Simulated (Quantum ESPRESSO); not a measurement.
# Dielectric function and optical constants of SrO, part 3 of 3

Aim: the dielectric function of SrO, and the optical constants that follow from it. The cell comes from an older database entry, whose edges can differ from later determinations, mostly by under a per cent.

Quantum ESPRESSO 7.5; DFT, PBE, plane waves with norm-conserving potentials (PseudoDojo), scalar-relativistic, independent-particle optical response without local fields and without the non-local commutator.

So far. Step 2 (Ground state): There is a gap, 3.32 eV on this mesh (points off the mesh can give less), so no carriers' term is needed.

The database entry behind the starting cell differs from later determinations by our own check (about 0.5 % short), so it need not match the best structure at ambient conditions.

## Step 5: Dielectric function

The spectrum is a sum over vertical transitions between filled and empty bands at the fixed density, so many empty bands are needed.

This step: DFT, PBE, plane waves with norm-conserving potentials (PseudoDojo), scalar-relativistic, independent-particle optical response without local fields and without the non-local commutator (Quantum ESPRESSO 7.5).

Input file epsilon.in:

```
&inputpp
  prefix = 'x'
  outdir = './tmp'
  calculation = 'eps'
/
&energy_grid
  smeartype = 'gauss'
  intersmear = 0.3
  wmin = 0.0
  wmax = 22
  nw = 500
/
```

Launch:

```
> mpirun -n 4 epsilon.x -nk 4 -in epsilon.in
```

Output:

```text
[banner, memory and clock lines left out]

     Broadcasting variables...

     IMPORTANT: XC functional enforced from input :
     Exchange-correlation= PBE
                           (   1   4   3   4   0   0   0)
     Any further DFT definition will be discarded

     G-vector sticks info

     Fermi energy [eV] is:  8.09419
     The system is a dielectric...
     metallic system: redefining wmin =     0.000000

     Performing eps calculation...

     xx,yy,zz plasmon frequences [eV] are:    17.495994533   17.495994771   17.495994593
```

Wall time 2.5 s (4 MPI ranks of Arm Neoverse V1, shared host); peak memory 0.05 GiB; 9.3 s of CPU time.

Read-outs, printed or worked out from the files:

* electronic dielectric constant ε∞, mean over x, y and z (by symmetry where fewer were run): 4.455
* main peak of Im epsilon, first axis: 9.363 eV
* centre of weight of the strongest loss peak in the window: 12.45 eV

Some rows of epsi_x.dat:

```text
# energy grid [eV]     epsi_x  epsi_y  epsi_z
#
    0.176352705    0.003430128    0.003430129    0.003430128
    1.234468938    0.026649879    0.026649881    0.026649879
    2.292585170    0.068841948    0.068841952    0.068841949
    3.350701403    0.396181911    0.396181917    0.396181913
    4.408817635    2.295211225    2.295211233    2.295211227
    5.466933868    2.753345520    2.753345530    2.753345523
    6.525050100    3.823931177    3.823931190    3.823931180
    7.583166333    5.128453835    5.128453850    5.128453839
    8.641282565    3.762435096    3.762435112    3.762435100
    9.699398798    5.371639396    5.371639416    5.371639400
   10.757515030    2.892754514    2.892754537    2.892754520
   11.815631263    1.575670395    1.575670422    1.575670402
   12.873747495    0.764516096    0.764516127    0.764516103
   13.931863727    1.377507549    1.377507585    1.377507558
   14.989979960    0.829244084    0.829244127    0.829244095
   16.048096192    0.491544384    0.491544433    0.491544396
   17.106212425    1.079437916    1.079437974    1.079437930
   18.164328657    1.498228267    1.498228335    1.498228285
   19.222444890    2.027721277    2.027721358    2.027721298
   20.280561122    1.847354295    1.847354393    1.847354321
   21.338677355    2.294175064    2.294175183    2.294175097
```

Values under the direct gap are tails of Lorentzian lines. Table of Im ε, any direction by photon energy; read off at these points:

```tsv
photon energy (eV)	Im ε, any direction
0.00	0
0.50	0.00987
1.00	0.0208
1.50	0.0342
2.00	0.0530
2.50	0.0842
3.00	0.160
3.50	0.612
4.00	1.52
4.50	2.78
5.00	2.55
5.20	3.31
5.50	2.78
6.00	3.73
6.50	3.74
7.00	4.20
7.50	4.91
7.63	5.18
8.00	5.12
8.50	4.13
9.00	4.69
9.35	6.90
9.50	6.40
10.00	4.65
10.50	3.72
11.00	2.63
11.50	1.80
12.00	1.27
12.50	0.882
13.00	0.838
13.50	1.61
14.00	1.27
14.50	1.23
15.00	0.822
15.50	0.527
16.00	0.485
16.50	0.670
17.00	1.06
17.50	1.02
18.00	1.41
18.50	1.81
19.00	2.05
19.50	1.98
20.00	1.72
20.50	1.81
21.00	1.82
21.43	2.39
21.50	2.32
22.00	2.16
```

Re ε, any direction against photon energy:

photon energy (eV), Re ε, any direction and a bar from the least value:
```
      0.0       4.45 #######################
      0.5       4.47 ########################
      1.0       4.52 ########################
      1.5       4.61 ########################
      2.0       4.75 #########################
      2.5       4.98 ##########################
      3.0       5.35 ###########################
      3.5       5.95 ##############################
      4.0       5.98 ##############################
      4.5       5.92 ##############################
      5.0       5.85 #############################
      5.5       5.28 ###########################
      6.0       4.87 #########################
      6.5       4.96 ##########################
      7.0       4.44 #######################
      7.5       3.98 #####################
      8.0       2.91 #################
      8.5       2.03 #############
      9.0       3.12 ##################
      9.5       0.52 #######
     10.0      -0.60 ##
     10.5      -1.04 
     11.0      -0.79 #
     11.5      -0.76 #
     12.0      -0.41 ###
     12.5       0.18 #####
     13.0       0.91 ########
     13.5       0.78 ########
     14.0       0.54 #######
     14.5       0.47 ######
     15.0       0.55 #######
     15.5       0.80 ########
     16.0       1.29 ##########
     16.5       1.65 ###########
     17.0       1.81 ############
     17.5       1.87 ############
     18.0       1.96 #############
     18.5       1.85 ############
     19.0       1.64 ###########
     19.5       1.26 ##########
     20.0       1.28 ##########
     20.5       1.34 ##########
     21.0       1.39 ##########
     21.5       1.08 #########
     22.0       1.09 #########
```

Values under the direct gap are tails of Lorentzian lines. Loss function −Im 1/ε at q → 0, any direction against energy loss; read off at these points:

```tsv
energy loss (eV)	loss function −Im 1/ε at q → 0, any direction
0.00	0
0.50	4.9e-4
1.00	0.00102
1.50	0.00161
2.00	0.00234
2.50	0.00340
3.00	0.00557
3.50	0.0171
4.00	0.0400
4.50	0.0650
5.00	0.0626
5.50	0.0780
6.00	0.0992
6.50	0.0968
7.00	0.113
7.50	0.123
8.00	0.148
8.50	0.195
9.00	0.148
9.50	0.155
10.00	0.212
10.50	0.250
11.00	0.349
11.50	0.472
12.00	0.717
12.43	1.10
12.50	1.09
13.00	0.550
13.50	0.504
14.00	0.667
14.50	0.708
15.00	0.840
15.50	0.572
16.00	0.254
16.50	0.211
17.00	0.241
17.50	0.226
18.00	0.241
18.50	0.270
19.00	0.297
19.50	0.359
19.66	0.402
20.00	0.374
20.50	0.356
21.00	0.347
21.50	0.354
22.00	0.369
```

Reflectivity at normal incidence, any direction against photon energy; read off at these points:

```tsv
photon energy (eV)	reflectivity at normal incidence, any direction (%)
0.00	12.7
0.50	12.8
1.00	13.0
1.50	13.3
2.00	13.8
2.50	14.5
3.00	15.7
3.50	17.7
4.00	18.5
4.50	20.3
5.00	19.7
5.50	19.0
6.00	20.7
6.50	20.8
7.00	21.5
7.50	23.5
8.00	24.3
8.50	21.2
9.00	22.6
9.50	33.2
10.00	33.1
10.50	34.3
10.58	34.9
11.00	30.8
11.50	31.3
12.00	26.3
12.50	12.7
13.00	3.84
13.50	10.3
14.00	9.65
14.50	10.1
15.00	6.27
15.50	2.16
16.00	1.46
16.50	2.99
17.00	5.11
17.50	5.07
18.00	7.18
18.50	9.28
19.00	10.8
19.18	11.5
19.50	11.0
20.00	9.14
20.50	9.65
21.00	9.60
21.50	13.8
22.00	12.7
```

The refractive index n and extinction k by photon energy:

```tsv
photon energy (eV)	n	k
0	2.11	0
1	2.13	0.00489
2	2.18	0.0121
3	2.31	0.0345
4	2.46	0.309
5	2.47	0.515
6	2.35	0.795
7	2.30	0.915
8	2.10	1.22
9	2.09	1.12
10	1.43	1.63
11	0.989	1.33
12	0.680	0.931
13	1.03	0.405
14	0.979	0.646
15	0.877	0.469
16	1.16	0.210
17	1.40	0.379
18	1.48	0.477
19	1.46	0.703
20	1.31	0.657
21	1.36	0.670
22	1.32	0.817
```

At chosen wavelengths:

```tsv
wavelength (nm)	n	k	R (%)	1/α
1064	2.13	0.006	13.1	15 µm
800	2.15	0.008	13.3	7.6 µm
633	2.18	0.012	13.7	4.3 µm
532	2.21	0.016	14.2	2.6 µm
405	2.33	0.038	15.9	839 nm
365	2.42	0.094	17.3	307 nm
308	2.45	0.312	18.4	79 nm
```

Below the direct gap, k and the depth come from the tails of the Lorentzian lines, not from transitions.

Rows near the edge hang on the gap, which this functional as a rule makes too small, and phonon-assisted absorption is left out.

## Step 6: Summary of results

* electronic dielectric constant ε∞, mean over x, y and z (by symmetry where fewer were run) (independent particles): 4.45
* main peak of Im epsilon, first axis: 9.36 eV
* centre of weight of the strongest loss peak in the window, first axis: 12.4 eV

At this level (PBE, independent particles) SrO has ε∞ = 4.45 and n = 2.12 at 1550 nm, and Im ε peaks at 9.4 eV. Distinct maxima of Im ε, read by a parabola through the highest points, lie at 6.01 eV (3.7), 7.63 eV (5.2), 8.00 eV (5.1) and 9.36 eV (6.9). Excitons and phonon-assisted transitions are missing, and so are local fields; PBE gaps are as a rule too small, which pulls the onset down and ε∞ up. epsilon.x leaves out the commutator of the non-local potential, so its intensities are off, as a rule too high. The sum runs over mesh points, so small or evenly spaced maxima can still be ripples of the mesh.

[Machine, clock, banner and «Message from routine» lines are left out of the logs.]

[Logs are printed without paths, hosts, clocks, repeated set-up lines and the standing remarks that a program may print on its own settings, such as how far it seeks lower states.]

[Hosts, paths, dates, database ids (printed as entryN), source tags and the programs' standing remarks are cut or masked in the printed files.]
